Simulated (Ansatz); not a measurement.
# LaBi (model cell, started as zinc blende): phonons and vibrational spectra

Task: relax LaBi (model cell, started as zinc blende), then find its harmonic phonons.

Method: DFT PBEsol, scalar-relativistic, plane waves, PAW, in Ansatz 0.2.0.

This is a report of a sequence of runs, with most program output left out.

The structure was built from a prototype and need not be the compound's stable phase.

### Step 1. The structure

Symmetry: F-43m, No. 216, cubic system. Conventional cell: a = 7.229 Å, b = 7.229 Å, c = 7.229 Å, α = 90.00°, β = 90.00°, γ = 90.00°. Nearest to La lie 4 Bi at 3.13 Å. Bi has 4 La at 3.13 Å nearest. Farther neighbours are not listed.

### Step 2. Relaxation

The cell and atoms are relaxed, since residual forces and stress would shift the frequencies.

Contents of input.yaml:

```yaml
crystal:
  lattice:
    - [0.0, 3.61444, 3.61444]
    - [3.61444, 0.0, 3.61444]
    - [3.61444, 3.61444, 0.0]
  atoms:
    - { symbol: La, position: [0.0, 0.0, 0.0] }
    - { symbol: Bi, position: [0.25, 0.25, 0.25] }
kpoints:
  mp_grid: { grid: [6, 6, 6] }
hamiltonian:
  xc: pbesol
scf:
  occupations: { method: gaussian, width: 0.02 }
output:
  forces: true
  stress: true
  eigenvalues: true
  write_density: true
  write_potential: true
  elf: true
  volumetric_format: npy
relax:
  adjacent_minimum: "off"
  f_tol: 0.005
  max_steps: 80
  cell: { stress_tol: 0.05 }
```

Started as:

```bash
> ansatz run input.yaml --threads 4 --pin off --max-ram 7168MiB --backend cpu --events-out ev --progress --plain --runs-dir out
```

Wall time 3.6 s (4 threads of Arm Neoverse V2, shared host); peak memory 0.39 GiB; 13 s of CPU time.

Step by step:

```csv
step,energy less that of the first step (eV),largest force component (eV/Å),pressure (GPa),volume (Å³)
1,0.0000,0.0000,0.96,94.44
2,-0.0067,0.0000,-0.31,98.06
3,-0.0077,0.0000,-0.01,97.16
4*,-0.0078,0.0000,-0.01,97.16
```

Relaxation steps marked * repeat the geometry before them on a plane-wave basis chosen anew for their cell, so energy and pressure can jump there.

The run keeps the 24 symmetry operations that it works with, so distortions that break them were not tested.

```csv
"conventional cell, symmetrised",before,after,change
a (Å),7.229,7.298,+1.0 %
b (Å),7.229,7.298,+1.0 %
c (Å),7.229,7.298,+1.0 %
volume (Å³/atom),47.22,48.58,+2.9 %
```

Final coordinates:

```cif
data_structure
_symmetry_space_group_name_H-M 'P 1'
_symmetry_Int_Tables_number 1
_cell_length_a 5.1602
_cell_length_b 5.1602
_cell_length_c 5.1602
_cell_angle_alpha 60.000
_cell_angle_beta 60.000
_cell_angle_gamma 60.000
_cell_volume 97.16
loop_
_atom_site_label
_atom_site_type_symbol
_atom_site_fract_x
_atom_site_fract_y
_atom_site_fract_z
_atom_site_occupancy
La1 La 0.00000 0.00000 0.00000 1
Bi2 Bi 0.25000 0.25000 0.25000 1
```

Numbers from this step:

```
pressure           : -0.01375 GPa
gap on the k-mesh  : 1.171 eV
volume per atom    : 48.58 Å³
direct gap on mesh : 1.171 eV
```

ELF in the ac plane of a cell with a along [110], b along [-110] and c along [001] of the cube at fractional y = 0.000, with atoms of La and Bi within 0.2 Å of it. It is the smooth field of the valence electrons, not physical close to the nuclei.

Ten even steps from '0' (0.02) to '9' (0.85), each cell a mean:
```
26852567642586248733677633784
88734655564378888535655653588
86435544455346875345544554357
22255421245522222455322355322
01465311135641002554211245520
02565411145652003654211245630
02565433345652013665433456631
01466555556641002566555566520
00246666666420001356666665310
00124667664200000135677653100
00002345432000000012455421000
00000112110000000000122100000
00000000000000000000000000000
00000000000000000000000000000
00000000000000000000000000000
00000000000000000000000000000
54200000000024553100000000135
99730001000379998510000001589
69951023201699679830133103897
06961256521696028831366313882
```
Columns run along a (10.3 Å), rows up along c (7.3 Å), edges of the conventional cell, whose origin can differ from the input's. Atoms in or near the plane, at fractional coordinates: La at (0.50, 0.00), La at (0.00, 0.00), Bi at (0.75, 0.75), Bi at (0.25, 0.75).

Electrostatic potential energy in the ac plane of a cell with a along [110], b along [-110] and c along [001] of the cube at fractional y = 0.000, with atoms of La and Bi within 0.2 Å of it. With pseudopotentials it is smooth inside the atoms' cores, unlike the true potential.

Values in eV, 11 rows by 16 columns, each cell a mean:
```
-35 -17   4   6   6   6  -9 -36 -35 -17   4   6   6   6  -9 -36
-10   1   1 -25 -31  -3   3  -8 -10   1   1 -25 -31  -3   3  -8
  7   7  -8 -59 -62 -22   6   7   7   7  -8 -59 -62 -22   6   7
 10   9   0 -38 -45  -8   9  10  10   9   0 -38 -45  -8   9  10
 11  11   9   4   2   8  10  11  11  11   9   4   2   8  10  11
 11  11  10  10  10  10  11  11  11  11  10  10  10  10  11  11
 11  11  10  10  10  10  11  11  11  11  10  10  10  10  11  11
 10  10  10  10  10  10  10  10  10  10  10  10  10  10  10  10
  5   7   9  10  10   9   8   5   5   7   9  10  10   9   8   5
-20  -3   6   9  10   8   1 -16 -20  -3   6   9  10   8   1 -16
-29 -21   4   9   9   6 -11 -34 -29 -21   4   9   9   6 -11 -34
```
Columns run along a (10.3 Å; values clipped at the 3rd and 97th percentile), rows up along c (7.3 Å), edges of the conventional cell, whose origin can differ from the input's. Atoms in or near the plane, at fractional coordinates: La at (0.50, 0.00), La at (0.00, 0.00), Bi at (0.75, 0.75), Bi at (0.25, 0.75).

Valence density in the ac plane of a cell with a along [110], b along [-110] and c along [001] of the cube at fractional y = 0.000, with atoms of La and Bi within 0.2 Å of it. It is the smooth field of the valence electrons, not physical close to the nuclei.

Ten steps, logarithmic in the rise over the least value, from '0' (0.0 e/Å³) to '9' (7.6 e/Å³), each cell a mean:
```
66642222222466666532222223566
66532334332356665433333333456
54333466643334554334566543345
22234689864322222235788753222
11134799974211111236899863211
00124799974210001235899853210
00123578753210000124688642100
00012345432100000123455431100
00001223221000000011233211000
00000111110000000001111110000
00000000000000000000000000000
00000000000000000000000000000
00000000000000000000000000000
00000000000000000000000000000
00000000000000000000000000000
11000000000001111000000000011
33210000000123332100000000123
65420000000245655310000001355
66531000001356666420000012466
66642111112466666521111113566
```
Columns run along a (10.3 Å), rows up along c (7.3 Å), edges of the conventional cell, whose origin can differ from the input's. Atoms in or near the plane, at fractional coordinates: La at (0.50, 0.00), La at (0.00, 0.00), Bi at (0.75, 0.75), Bi at (0.25, 0.75).

In this step the volume went from 47.22 to 48.58 Å³/atom.

### Step 3. Relaxing to small forces for the phonons

Phonons need a cell at rest on their own settings, so the relaxation is repeated with tight tolerances on forces and stress on the k mesh and occupations of the first response run.

Contents of input.yaml:

```yaml
crystal:
  lattice:
    - [0.0, 3.648819618, 3.648819618]
    - [3.648819618, 0.0, 3.648819618]
    - [3.648819618, 3.648819618, 0.0]
  atoms:
    - { symbol: La, position: [0.0, 0.0, 0.0] }
    - { symbol: Bi, position: [0.25, 0.25, 0.25] }
kpoints:
  mp_grid: { grid: [8, 8, 8] }
hamiltonian:
  xc: pbesol
scf:
  occupations: { method: fixed }
output:
  forces: true
  stress: true
  eigenvalues: true
relax:
  adjacent_minimum: "off"
  f_tol: 0.001
  max_steps: 60
  cell: { stress_tol: 0.01 }
```

The job ended after 4 s (4 threads; peak memory 0.4 GiB; 15 s of CPU time).

Little changed from the start: no atom moved by 0.005 Å and no cell edge by 0.1 %.

This step gave:

```
pressure           : 0.003676 GPa
gap on the k-mesh  : 1.153 eV
volume per atom    : 48.56 Å³
direct gap on mesh : 1.153 eV
```

The forces vanish by symmetry and the pressure is 0.004 GPa, within the tolerances set. The cell now holds 48.56 Å³/atom.

### Step 4. Linear response at the zone centre

The zone centre comes first: it holds the modes that light can see, as far as symmetry allows. The response to a homogeneous field gives the Born charges and the dielectric tensor, and its change with displacement the Raman tensors.

input.yaml, the sections that differ from step 3:

```yaml
crystal:
  lattice:
    - [0.0, 3.6482230817, 3.6482230817]
    - [3.6482230817, 0.0, 3.6482230817]
    - [3.6482230817, 3.6482230817, 0.0]
  atoms:
    - { symbol: La, position: [0.0, 0.0, 0.0] }
    - { symbol: Bi, position: [0.25, 0.25, 0.25] }
output:
  eigenvalues: true
phonons:
  method: dfpt
  dielectric: true
  rigid_motions: translations
  raman: true
# kpoints, hamiltonian, scf: as in step 3
# relax: removed
```

Elapsed: 1.8 min, on 4 threads; peak memory 1.3 GiB; 7 min of CPU time.

This step gave:

- sum-rule residual before enforcement: 1.58e-4 eV/Å²
- miss of the charge sum rule: 1.55e-4 e
- estimated error of the dielectric tensor: 0.02569
- estimated error of the Born charges: 0.01583 e
- point group: -43m
- highest optical mode at the zone centre (no LO-TO term): 117.3 cm⁻¹
- lowest optical zone-centre mode: 117.3 cm⁻¹
- mean high-frequency dielectric constant: 9.162
- largest Born charge (third of the trace): 2.916 e
- mean static dielectric constant: 12.92
- top of the zone-centre spectrum with the field: 139.3 cm⁻¹

Without the LO-TO term. Patterns of degenerate modes are one choice out of their space. The modes at Γ (shares of kinetic energy by element, %):

```csv
mode,frequency (cm⁻¹),symmetry,La %,Bi %
1,0.0,acoustic,40,60
2,0.0,acoustic,40,60
3,0.0,acoustic,40,60
4,117.3,T2,60,40
5,117.3,T2,60,40
6,117.3,T2,60,40
```

Displacements in mode 5 (117.3 cm⁻¹), the largest set to 1:
```
La1  0.00  1.00  0.14
Bi2  0.00 -0.66 -0.09
```

Optical modes at the zone centre, without and with the macroscopic field of the longitudinal modes; each column is sorted by frequency, so a row need not hold one and the same mode. Modes with and without the field, by row:

```csv
rank among optical modes,no field (cm⁻¹),"q along (1, 0, 0) (cm⁻¹)"
1,117.3,117.3
2,117.3,117.3
3,117.3,139.3
```

Born charge (rows field, columns displacement) (e), principal values of the symmetric part by kind of site:

```csv
atom,atoms with these values,low,middle,high,mean
La1,1,2.92,2.92,2.92,2.92
Bi2,1,-2.92,-2.92,-2.92,-2.92
```

In full for La1:

```
2.92 0.00 0.00
0.00 2.92 0.00
0.00 0.00 2.92
```

High-frequency dielectric tensor:

```
9.16 0.00 0.00
0.00 9.16 0.00
0.00 0.00 9.16
```

Static dielectric tensor (ions relaxed, fixed cell):

```
12.92  0.00  0.00
 0.00 12.92  0.00
 0.00  0.00 12.92
```

Transverse modes. Infrared lines, with heights relative to the strongest:

```csv
position (cm⁻¹),label,relative intensity
117,T2,100
```

Activity x (w_L - w)^4 (n + 1)/w, 532 nm, 300 K; the tensors are static ones, while 532 nm light lies above the computed direct gap, where resonance would change the heights; modes without the macroscopic field alone. Raman lines, with heights relative to the strongest:

```csv
position (cm⁻¹),label,relative intensity
117,T2,100
```

Static second-order susceptibility (pm/V), twice the coefficient d of second-harmonic generation. Second order susceptibility, by row:

```csv
field along,xx,yy,zz,yz,xz,xy
x,0,0,0,275.9,0,0
y,0,0,0,0,275.9,0
z,0,0,0,0,0,275.9
```

Before it was imposed, the acoustic sum rule was missed by 1.6e-4 eV/Å² and the charge sum rule by 1.6e-4 e. Small misses are needed for a sound result but don't prove that mesh and cutoff are converged. The lowest optical mode is real, 117 cm⁻¹.

### Step 5. The dispersion

Stability and thermal properties need the whole zone. Linear response on a 4×4×4 q mesh gives force constants as far as a supercell of that size would, and the tensors from the zone-centre run are typed in so that the long-range dipole term is interpolated apart.

input.yaml, the sections that differ from step 4:

```yaml
phonons:
  method: dfpt
  qmesh: [4, 4, 4]
  temperatures: { t_max: 1000, t_step: 50 }
  qpath:
    path:
      - [[0.0, 0.0, 0.0], [-0.5, -0.5, 0.0], [-0.375, -0.375, 0.25]]
      - [[-0.375, 0.0, 0.375], [0.0, 0.0, 0.0], [0.0, 0.0, 0.5], [-0.5, -0.25, 0.25], [-0.5, -0.5, 0.0]]
    npoints: 10
  non_analytic_term:
    high_frequency_dielectric_tensor: [[9.162, 0.0, 0.0], [0.0, 9.162, 0.0], [0.0, 0.0, 9.162]]
    born_effective_charges:
      - { species: La, tensor: [[2.9163, 0.0, 0.0], [0.0, 2.9163, 0.0], [0.0, 0.0, 2.9163]] }
      - { species: Bi, tensor: [[-2.9163, 0.0, 0.0], [0.0, -2.9163, 0.0], [0.0, 0.0, -2.9163]] }
    source: "zone-centre run at this cell"
# crystal, kpoints, hamiltonian, scf, output: as in step 4
```

The job ended after 3.1 min (4 threads; peak memory 2.3 GiB).

This step gave:

| Quantity | Value |
| --- | --- |
| sum-rule residual before enforcement | 2.01e-4 eV/Å² |
| lowest frequency on the path | -7.439 cm⁻¹ |
| highest frequency on the path or at a solved wavevector | 139.3 cm⁻¹ |
| lowest mode on the q mesh (acoustic modes at Γ apart) | 1.97 cm⁻¹ |

Frequencies (cm⁻¹) solved at each irreducible wavevector; negative means imaginary. Frequencies by wavevector, by row:

```csv
q in reciprocal lattice units,star,mode 1,mode 2,mode 3,mode 4,mode 5,mode 6
0 0 0,1,0,0,0,117.3,117.3,117.3
0 0 0.25,8,2,2,45.9,118.7,118.7,133.6
0 0 -0.5,4,5.3,5.3,72.4,120.2,120.2,123.2
0 0.25 0.25,6,11.4,11.4,51.5,117.7,117.7,131.6
0 0.25 -0.5,24,14.9,28.1,75.4,117.2,119,120.2
0 0.25 -0.25,12,9.3,28.7,66.3,118.5,120,123
0 -0.5 -0.5,3,20.3,20.3,86,114.3,117.9,117.9
0.25 -0.5 -0.25,6,27.1,30.6,85.2,108.4,119.1,120.1
```

Interpolated from a 4×4×4 q mesh, with the LO-TO term (at Γ the limit along the path; where Γ stands inside the path, tables give the limit on arrival). Phonon branches along the path, in cm⁻¹:

```csv
point,branch 1,branch 2,branch 3,branch 4,branch 5,branch 6
Γ,0,0,0,117,117,139
halfway,11,11,52,118,118,132
X,20,20,86,114,118,118
halfway,19,26,86,112,118,119
U,15,32,84,111,119,120
jump to K,15,32,84,111,119,120
halfway,4,22,52,119,119,130
Γ,0,0,0,117,117,139
halfway,2,2,46,119,119,134
L,5,5,72,120,120,123
halfway,15,28,76,117,120,120
W,27,31,85,108,119,120
halfway,24,26,86,111,119,120
X,20,20,86,114,118,118
```

The phonon density of states has structure finer than the step of the table below, so its rows give means over 5 cm⁻¹, whole bins alone (the curve runs from -9 to 139 cm⁻¹). Peaks (cm⁻¹: height): 119.0: 0.759.

Tetrahedra on a 16×16×16 mesh, mean over bins of 2 cm-1. Interpolated from a 4×4×4 q mesh. Table of phonon density of states by wavenumber; means over each step:

```csv
wavenumber (cm⁻¹),phonon density of states (1/cm⁻¹/cell)
-5,0.0113
0,0.00971
5,0.0266
10,0.0642
15,0.0792
20,0.0836
25,0.0629
30,0.0596
35,0.0113
40,0.00497
45,0.00661
50,0.00866
55,0.0112
60,0.0145
65,0.0195
70,0.0304
75,0.0385
80,0.0350
85,0.0210
90,0
95,0
100,0
105,3.4e-4
110,0.0220
115,0.111
120,0.370
125,0.0496
130,0.0272
135,0.0170
```

The partial phonon density of states has structure finer than the step of the table below, so its rows give means over 5 cm⁻¹, whole bins alone (the curve runs from -17.3 to 153 cm⁻¹). Peaks (cm⁻¹: height): Bi 19.1: 0.0565, 75.8: 0.0305, 119.6: 0.129; La 119.6: 0.270.

Phonopy on the run's constants, 13x13x13 mesh, Gaussian sigma 2.0 cm-1. Interpolated from a 4×4×4 q mesh. Table of partial phonon density of states by wavenumber; means over each step; values in 1/cm⁻¹/cell:

```csv
wavenumber (cm⁻¹),Bi,La
-10,0.00192,0.00122
-5,0.00761,0.00478
0,0.00488,0.00296
5,0.0177,0.0101
10,0.0408,0.0224
15,0.0509,0.0268
20,0.0540,0.0273
25,0.0433,0.0210
30,0.0380,0.0173
35,0.0115,0.00540
40,0.00303,0.00171
45,0.00457,0.00247
50,0.00544,0.00279
55,0.00807,0.00383
60,0.00962,0.00416
65,0.0145,0.00557
70,0.0228,0.00722
75,0.0298,0.00754
80,0.0295,0.00463
85,0.0199,0.00129
90,0.00157,4.2e-5
95,3.1e-6,0
100,0,1.0e-6
105,7.2e-5,0.00141
110,0.00236,0.0217
115,0.0388,0.0985
120,0.103,0.219
125,0.0193,0.0465
130,0.00875,0.0187
135,0.00600,0.0108
140,0.00151,0.00246
145,2.6e-5,4.2e-5
150,0,0
```

Second derivatives of the energy by pair, one row for each kind of neighbour of each atom listed. Each entry sums the pair over the periodic images of the supercell that the q mesh stands for, and in a polar crystal it holds the long-range dipole part too. Force constants by pair, by row:

```csv
atom,neighbour,distance (Å),third of the trace (eV/Å²),along the pair's line (eV/Å²)
La1,itself,0,5.318,–
La1,Bi,3.159,-1.157,-3.205
La1,La,5.159,-0.0491,-0.296
La1,Bi,6.05,-0.0197,0.1062
La1,La,7.296,-0.0174,-0.0825
Bi2,itself,0,4.481,–
Bi2,La,3.159,-1.157,-3.205
Bi2,Bi,5.159,0.0175,-0.2459
Bi2,La,6.05,-0.0197,0.1062
Bi2,Bi,7.296,-0.0139,-0.0598
```

Symmetry leaves 8 wavevectors to solve. The lowest mode among them, the acoustic zeros apart, lies at q = (0, 0, 0.25) and is real, 2.0 cm⁻¹. Between them the interpolated path dips to 7i cm⁻¹.

### Step 6. Results

| Property | Result |
| --- | --- |
| space group after relaxation (within 0.01 Å) | F-43m |
| volume per atom | 48.6 Å³ |
| gap on the k-mesh | 1.15 eV |
| highest optical mode at the zone centre (no LO-TO term) | 117 cm⁻¹ |
| top of the zone-centre spectrum with the field | 139 cm⁻¹ |
| lowest optical zone-centre mode | 117 cm⁻¹ |
| mean high-frequency dielectric constant | 9.16 |
| mean static dielectric constant | 12.9 |
| largest Born charge (third of the trace) | 2.92 e |
| lowest mode on the q mesh (acoustic modes at Γ apart) | 2.0 cm⁻¹ |
| highest frequency on the path or at a solved wavevector | 139 cm⁻¹ |
| imaginary modes on the 4×4×4 q mesh | none |

What this shows: No mode is imaginary at the 8 irreducible wavevectors solved, but between them the interpolated path dips to 7.4i cm⁻¹, so stability is not settled. Without the field, the optical modes at Γ form one degenerate level at 117 cm⁻¹. With the macroscopic field of the longitudinal modes the top of the zone-centre spectrum lies at 139 cm⁻¹, against 117 cm⁻¹ without it. Lattice motion raises the mean dielectric constant from 9.162 to 12.92. The strongest infrared line is at 117 cm⁻¹. Averaged over orientations, the strongest Raman line at 532 nm and 300 K is at 117 cm⁻¹, among the modes without the field; their longitudinal partners can be Raman active too. The tensors are the static, non-resonant ones, while 532 nm light (2.33 eV) lies above the computed gap. The program warns that the interpolation holds no quadrupole term, so branches close to Γ can be off in this crystal. Spin-orbit coupling is left out, which can matter for the heavy elements here. The starting cell was built on a prototype and not taken from a measurement, so the phase need not exist. These are harmonic frequencies at zero temperature: anharmonic shifts, linewidths and thermal expansion are left out.

[Logs are printed without paths, hosts, clocks, repeated set-up lines and the standing remarks that a program may print on its own settings, such as how far it seeks lower states.]

[Hosts, paths, dates, database ids (printed as entryN), source tags and the programs' standing remarks are cut or masked in the printed files.]
